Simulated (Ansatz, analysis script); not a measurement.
# CuF2: spin spirals and exchange

Aim: the energy of CuF2 as its moments wind into spirals of wavevector q.

Method: PBEsol with U = 6 eV on Cu d (ortho-atomic projectors), PAW set soft_1 (files made for PBE), in Ansatz 0.2.0.

Most raw output is cut from this account.

## (1) The structure

The structure is monoclinic, space group P2_1/c (No. 14). The conventional cell has a = 3.320 Å, b = 4.540 Å, c = 5.343 Å, α = 90.00°, β = 121.44°, γ = 90.00°. Nearest to Cu lie 6 F at 1.91 to 2.31 Å. Nearest to F lie 3 Cu at 1.91 to 2.31 Å. Farther neighbours and most contacts between anions are not listed.

As a file:

```cif
data_structure
_symmetry_space_group_name_H-M 'P2_1/c'
_symmetry_Int_Tables_number 14
_cell_length_a 3.3200
_cell_length_b 4.5400
_cell_length_c 5.3433
_cell_angle_alpha 90.000
_cell_angle_beta 121.437
_cell_angle_gamma 90.000
_cell_volume 68.72
loop_
_atom_site_label
_atom_site_type_symbol
_atom_site_symmetry_multiplicity
_atom_site_Wyckoff_symbol
_atom_site_fract_x
_atom_site_fract_y
_atom_site_fract_z
_atom_site_occupancy
Cu1 Cu 2 a 0.00000 0.00000 0.00000 1
F1 F 4 e 0.25600 0.30000 0.30000 1
```

The cell of this run holds 6 atoms, 2 of them with a starting moment; values «a cell» refer to the cell of the run in question.

## (2) Collinear start 1: ferro ++

The order that a run ends on hangs on its start, so several orders are typed and the lowest is carried on. The program's own search can turn an unstable start over.

Input file input.yaml:

```yaml
crystal:
  lattice:
    - [3.32, 0.0, 0.0]
    - [0.0, 4.54, 0.0]
    - [-2.7868682953, 0.0, 4.5589330534]
  atoms:
    - { symbol: Cu, position: [0.0, 0.0, 0.0], spin: 1.0 }
    - { symbol: Cu, position: [0.0, 0.5, 0.5], spin: 1.0 }
    - { symbol: F, position: [0.256, 0.3, 0.3] }
    - { symbol: F, position: [0.744, 0.8, 0.2] }
    - { symbol: F, position: [0.744, 0.7, 0.7] }
    - { symbol: F, position: [0.256, 0.2, 0.8] }
magnetization:
  spin_polarized: true
kpoints:
  mp_grid: { grid: [10, 6, 6] }
hamiltonian:
  xc: pbesol
  hubbard:
    projectors: ortho-atomic
    sites: [{ species: Cu, l: d, u_eff: 6.0 }]
  pseudopotentials: { kind: paw, azcp: { folder: soft_1 }, xc_functional: pbe }
scf:
  occupations: { method: fermi_dirac, width: 0.05 }
  max_iter: 120
  convergence: { dr2_threshold: 1.0e-08 }
output:
  write_density: true
  write_potential: true
  elf: true
  volumetric_format: npy
```

Started as:

```bash
> ansatz run input.yaml --threads 2 --pin off --max-ram 5632MiB --backend cpu --events-out ev --progress --plain --runs-dir out
```

It took 2.5 min on 2 threads of Arm Neoverse V1, shared host; peak memory 2.7 GiB; 5 min of CPU time.

It ends ferromagnetic, with 0.785 μB on the largest site.

## (3) Collinear start 2: antiferro +-

The density is converged from the given moments; the state reached depends on that start.

input.yaml, as its differences from that of step 2:

```diff
@@ -7,3 +7,3 @@
     - { symbol: Cu, position: [0.0, 0.0, 0.0], spin: 1.0 }
-    - { symbol: Cu, position: [0.0, 0.5, 0.5], spin: 1.0 }
+    - { symbol: Cu, position: [0.0, 0.5, 0.5], spin: -1.0 }
     - { symbol: F, position: [0.256, 0.3, 0.3] }
@@ -26,6 +26 @@
   convergence: { dr2_threshold: 1.0e-08 }
-output:
-  write_density: true
-  write_potential: true
-  elf: true
-  volumetric_format: npy
```

It took 55 s on 2 threads; peak memory 0.95 GiB.

It ends antiferromagnetic, with 0.763 μB on the largest site.

## (4) Which start is lowest

| typed order | atoms | final state | energy (meV/atom) | largest moment (μB) |
| --- | --- | --- | --- | --- |
| ferro ++ | 6 | ferromagnetic | 8.36 | 0.78 |
| antiferro +- | 6 | antiferromagnetic | 0.00 | 0.76 |

The session goes on from the lowest state with moments found, typed antiferro +-.

Spin moment in the atom's sphere by atom:

| atom | spin moment in the atom's sphere (μB) |
| --- | --- |
| Cu1 | 0.763 |
| Cu2 | -0.763 |
| F3 | 0.001 |
| F4 | -0.001 |
| F5 | 0.001 |
| F6 | -0.001 |

Tables count atoms from 1; parts of the log count from 0.

Each spiral starts from these moments, tilted 90° from the rotation axis z (a flat spiral), with their directions locked in the turning frame; energies are taken at the locked directions, corrected for the field of the lock. Spin–orbit coupling is switched off, so the energy does not depend on how the axis lies in the crystal. The folder named start holds the saved collinear state, from which each run begins.

The runs on spinors take the mesh 8×8×8.

## (5) q = (0, 0, 0)

The reference is the same input at q = 0, so that basis and exchange-correlation form match those at other q. Every q is chosen so that q/2 is a mesh vector: every spiral then samples the k-points of q = 0, and much mesh noise cancels.

input.yaml, the sections that differ from step 3:

```yaml
crystal:
  lattice:
    - [3.32, 0.0, 0.0]
    - [0.0, 4.54, 0.0]
    - [-2.7868682953, 0.0, 4.5589330534]
  atoms:
    - { symbol: Cu, position: [0.0, 0.0, 0.0], spin: 0.76, spin_axis: [1.0, 0.0, 0.0] }
    - { symbol: Cu, position: [0.0, 0.5, 0.5], spin: 0.76, spin_axis: [-1.0, 0.0, 0.0] }
    - { symbol: F, position: [0.256, 0.3, 0.3] }
    - { symbol: F, position: [0.744, 0.8, 0.2] }
    - { symbol: F, position: [0.744, 0.7, 0.7] }
    - { symbol: F, position: [0.256, 0.2, 0.8] }
kpoints:
  mp_grid: { grid: [8, 8, 8] }
basis:
  ecutwfc: 420.0
magnetization:
  noncollinear: true
  spin_spiral: { q: [0.0, 0.0, 0.0] }
  spin_locking: { lock_directions: true }
checkpoint:
  read: start
# hamiltonian, scf: as in step 3
```

It took 3.9 min on 2 threads; peak memory 4.9 GiB.

The largest moment is 0.763 μB, against 0.763 μB in the collinear run.

## (6) q = (0, 0, -0.5)

Only q changes. The cell stays that of the crystal, since the generalised Bloch theorem carries the rotation from cell to cell.

input.yaml, as its differences from that of step 5:

```diff
@@ -28,3 +28,3 @@
   noncollinear: true
-  spin_spiral: { q: [0.0, 0.0, 0.0] }
+  spin_spiral: { q: [0.0, 0.0, -0.5] }
   spin_locking: { lock_directions: true }
```

Wall time 12 min (2 threads); peak memory 4.9 GiB; 25 min of CPU time.

The energy of the cell lies 21.2 meV above that at q = 0, and the largest moment is 0.772 μB against 0.763 μB.

## (7) q = (0, 0, -0.25)

input.yaml, as its differences from that of step 6:

```diff
@@ -28,3 +28,3 @@
   noncollinear: true
-  spin_spiral: { q: [0.0, 0.0, -0.5] }
+  spin_spiral: { q: [0.0, 0.0, -0.25] }
   spin_locking: { lock_directions: true }
```

Wall time 10 min (2 threads); peak memory 4.9 GiB; 20 min of CPU time.

The energy of the cell lies 5.45 meV above that at q = 0, and the largest moment is 0.765 μB against 0.763 μB.

## (8) q = (0, 0.25, 0)

input.yaml, as its differences from that of step 7:

```diff
@@ -28,3 +28,3 @@
   noncollinear: true
-  spin_spiral: { q: [0.0, 0.0, -0.25] }
+  spin_spiral: { q: [0.0, 0.25, 0.0] }
   spin_locking: { lock_directions: true }
```

Run time: 10 min. Hardware: 2 threads; peak memory 4.9 GiB; 20 min of CPU time.

The energy of the cell lies 5.49 meV above that at q = 0, and the largest moment is 0.765 μB against 0.763 μB.

## (9) q = (0.5, 0, -0.5)

input.yaml, as its differences from that of step 8:

```diff
@@ -28,3 +28,3 @@
   noncollinear: true
-  spin_spiral: { q: [0.0, 0.25, 0.0] }
+  spin_spiral: { q: [0.5, 0.0, -0.5] }
   spin_locking: { lock_directions: true }
```

Run time: 13 min. Hardware: 2 threads; peak memory 5 GiB; 27 min of CPU time.

The energy of the cell lies 23.8 meV above that at q = 0, and the largest moment is 0.772 μB against 0.763 μB.

3 more runs differ from these in the same keys alone and are tabled below.

## (10) Analysis

| q (reciprocal lattice) | path length (1/Å) | E(q) − E(0) (meV a magnetic atom) | \|m\| Cu no. 1 (μB) | \|m\| Cu no. 2 (μB) |
| --- | --- | --- | --- | --- |
| (0, 0, 0) | 0.000 | 0.00 | 0.76 | 0.76 |
| (0, 0, -0.25) | 0.345 | 2.73 | 0.77 | 0.77 |
| (0, 0, -0.5) | 0.689 | 10.60 | 0.77 | 0.77 |
| (0, 0.25, -0.25) | 1.177 | 4.98 | 0.77 | 0.77 |
| (0, 0.5, 0) | 1.666 | 10.65 | 0.77 | 0.77 |
| (0, 0.25, 0) | 2.012 | 2.74 | 0.77 | 0.77 |
| (0, 0, 0) | 2.358 | 0.00 | 0.76 | 0.76 |
| (0.25, 0, -0.25) | 2.834 | 3.31 | 0.77 | 0.77 |
| (0.5, 0, -0.5) | 3.310 | 11.90 | 0.77 | 0.77 |

## (11) What came out

| Quantity | Value |
| --- | --- |
| lowest point of the path | q = 0 |
| highest point | 11.9 meV a magnetic atom |

In words: No spiral that was run lies below the antiferromagnetic state at q = 0, and winding the moments costs up to 11.9 meV a magnetic atom. The moments change by at most 2 % from their size at q = 0, so they are well localised. No spin model is given, since this treatment keeps to cells with one magnetic atom. States with other phases between the sublattices can lie lower than any point of this path. The 8 spiral runs took 86 min of wall time, added up.

[Logs and program files are shortened in this print: banners, set-up blocks, solver, clock and traceback lines can be left out without a mark of their own.]

[Logs are printed without paths, hosts, clocks, repeated set-up lines and the standing remarks that a program may print on its own settings, such as how far it seeks lower states.]

[Hosts, paths, dates, database ids (printed as entryN), source tags and the programs' standing remarks are cut or masked in the printed files.]
